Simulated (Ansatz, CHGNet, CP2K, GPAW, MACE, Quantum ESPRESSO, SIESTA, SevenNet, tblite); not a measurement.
# What went wrong? CP2K on random packing of 77TeO2-23ZnO (mol %) (86 atoms)

Program: CP2K 2026.2, a calculation on a cell of 24 Te, 55 O and 7 Zn, 15.0 Å³ an atom.

input.inp

```
&GLOBAL
  PROJECT cell
  RUN_TYPE ENERGY_FORCE
  PRINT_LEVEL LOW
&END GLOBAL
&FORCE_EVAL
  METHOD QS
  STRESS_TENSOR ANALYTICAL
  &DFT
    BASIS_SET_FILE_NAME BASIS_MOLOPT
    POTENTIAL_FILE_NAME GTH_POTENTIALS
    &MGRID
      CUTOFF 800
      REL_CUTOFF 50
      NGRIDS 5
    &END MGRID
    &QS
      EPS_DEFAULT 1.0E-12
    &END QS
    &SCF
      SCF_GUESS ATOMIC
      EPS_SCF 1.0E-06
      MAX_SCF 2
      ADDED_MOS 14
      &DIAGONALIZATION
        ALGORITHM STANDARD
      &END DIAGONALIZATION
      &SMEAR ON
        METHOD FERMI_DIRAC
        ELECTRONIC_TEMPERATURE [K] 580
      &END SMEAR
      &MIXING
        METHOD BROYDEN_MIXING
        ALPHA 0.3
        NBROYDEN 8
      &END MIXING
      &PRINT
        &RESTART OFF
        &END RESTART
      &END PRINT
    &END SCF
    &XC
      &XC_FUNCTIONAL PBE
      &END XC_FUNCTIONAL
    &END XC
    &PRINT
      &MULLIKEN ON
      &END MULLIKEN
      &HIRSHFELD ON
        SHAPE_FUNCTION DENSITY
      &END HIRSHFELD
      &MO ON
        EIGENVALUES T
        OCCUPATION_NUMBERS T
        MO_INDEX_RANGE 268 291
        &EACH
          QS_SCF 0
        &END EACH
        ADD_LAST NUMERIC
      &END MO
    &END PRINT
  &END DFT
  &SUBSYS
    &CELL
      A 10.89410 0.00000 0.00000
      B 0.00000 10.89410 0.00000
      C 0.00000 0.00000 10.89410
    &END CELL
    &COORD
      SCALED
      Te 0.18250 0.92575 0.02781
      Te 0.65123 0.49037 0.96611
      Te 0.93159 0.95351 0.98237
      Te 0.64153 0.84789 0.45729
      Te 0.68170 0.41016 0.45014
      Te 0.91053 0.60424 0.35000
      Te 0.90912 0.42157 0.92333
      Te 0.37176 0.10142 0.01476
      Te 0.77785 0.17666 0.83812
      Te 0.22434 0.09883 0.33951
[... 72 atom lines left out ...]
      Zn 0.02464 0.19752 0.89305
      Zn 0.46745 0.59706 0.83116
      Zn 0.25020 0.78812 0.26110
      Zn 0.49617 0.31751 0.06665
    &END COORD
    &KIND Te
      BASIS_SET DZVP-MOLOPT-SR-GTH-q6
      POTENTIAL GTH-PBE-q6
    &END KIND
    &KIND O
      BASIS_SET DZVP-MOLOPT-SR-GTH-q6
      POTENTIAL GTH-PBE-q6
    &END KIND
    &KIND Zn
      BASIS_SET DZVP-MOLOPT-SR-GTH-q12
      POTENTIAL GTH-PBE-q12
    &END KIND
  &END SUBSYS
  &PRINT
    &FORCES ON
    &END FORCES
    &STRESS_TENSOR ON
    &END STRESS_TENSOR
  &END PRINT
&END FORCE_EVAL
```

Launch:

```console
> OMP_NUM_THREADS=2 cp2k.psmp -i input.inp > output.txt
```

Numbers of over 12 decimals in the logs are rounded to 6 here.

What it wrote:

```text
CP2K| version string:                                       CP2K version 2026.2
 CP2K| Input file name                                                 input.inp
 GLOBAL| Basis set file name                                        BASIS_MOLOPT
 GLOBAL| Potential file name                                      GTH_POTENTIALS
 GLOBAL| Run type                                                   ENERGY_FORCE
 GLOBAL| Total number of message passing processes                             1
 GLOBAL| Number of threads for this process                                    2
 TOTAL NUMBERS AND MAXIMUM NUMBERS
  Total number of            - Atomic kinds:                                   3
                             - Atoms:                                         86
                             - Shell sets:                                    86
                             - Shells:                                       444
                             - Primitive Cartesian functions:                437
                             - Cartesian basis functions:                   1316
                             - Spherical basis functions:                   1202
  Maximum angular momentum of- Orbital basis functions:                        3
                             - Local part of the GTH pseudopotential:          2
                             - Non-local part of the GTH pseudopotential:      4
 SCF PARAMETERS         Density guess:                                    ATOMIC
                        max_scf:                                               2
                        eps_scf:                                        1.00E-06
                        added MOs                                        14    0
                        Mixing method:                            BROYDEN_MIXING
                                                charge density mixing in g-space
                        Smear method:                                FERMI_DIRAC
                        Electronic temperature [K]:                        580.0
                        Electronic temperature [a.u.]:                  1.84E-03
                        Accuracy threshold:                             1.00E-10
 Extrapolation method: initial_guess
 Number of electrons:                                                        558
 Number of occupied orbitals:                                                279
 Number of molecular orbitals:                                               293
 Number of orbital functions:                                               1202
 Number of independent orbital functions:                                   1202
 SCF WAVEFUNCTION OPTIMIZATION
  Step     Update method      Time    Convergence         Total energy    Change
     1 NoMix/Diag. 0.30E+00    7.5     1.77023994     -1501.5981069227 -1.50E+03
 *** the last MO => Add more MOs for proper smearing.                   ***
     2 Broy./Diag. 0.30E+00    9.9     1.83067474     -1416.9810538937  8.46E+01
  Leaving inner SCF loop after reaching     2 steps.
  Electronic density on regular grids:       -557.9999999999        0.0000000001
  Core density on regular grids:              557.9999999994       -0.0000000006
  Total charge density on r-space grids:       -0.0000000005
  Total charge density g-space grids:          -0.0000000005
  Overlap energy of the core charge distribution:               7.23044e-07
  Self energy of the core charge distribution:              -3265.371535
  Core Hamiltonian energy:                                   1009.632108
  Hartree energy:                                            1137.585297
  Exchange-correlation energy:                               -298.823560
  Electronic entropic energy:                                  -0.013367
  Fermi energy:                                                 0.203266
  Total energy:                                             -1416.981054
  Total energy (extrapolated to T->0):                      -1416.974370
 *   ___                                                                       *
 *  /   \                                                                      *
 * [ABORT]                                                                     *
 *  \___/     SCF run NOT converged. To continue the calculation regardless,   *
 *    |             please set the keyword IGNORE_CONVERGENCE_FAILURE.         *
 *  O/|                                                                        *
 * /| |                                                                        *
```

The job ended after 28 s (2 threads of Arm Neoverse V1, shared host; peak memory 4 GiB).

Banners, paths, timers and routine set-up lines are dropped from the logs unmarked, and long logs keep their key lines alone; longer cuts are marked.

**Question.** What is wrong with this input?

Too few SCF iterations: iteration limit 2.

The run ended unconverged.

[Also dropped from logs without a mark: logging warnings of Python, and SIESTA's first energy breakdown and zero terms.]

[Logs are printed without paths, hosts, clocks, repeated set-up lines and the standing remarks that a program may print on its own settings, such as how far it seeks lower states.]

[Hosts, paths, dates, database ids (printed as entryN), source tags and the programs' standing remarks are cut or masked in the printed files.]
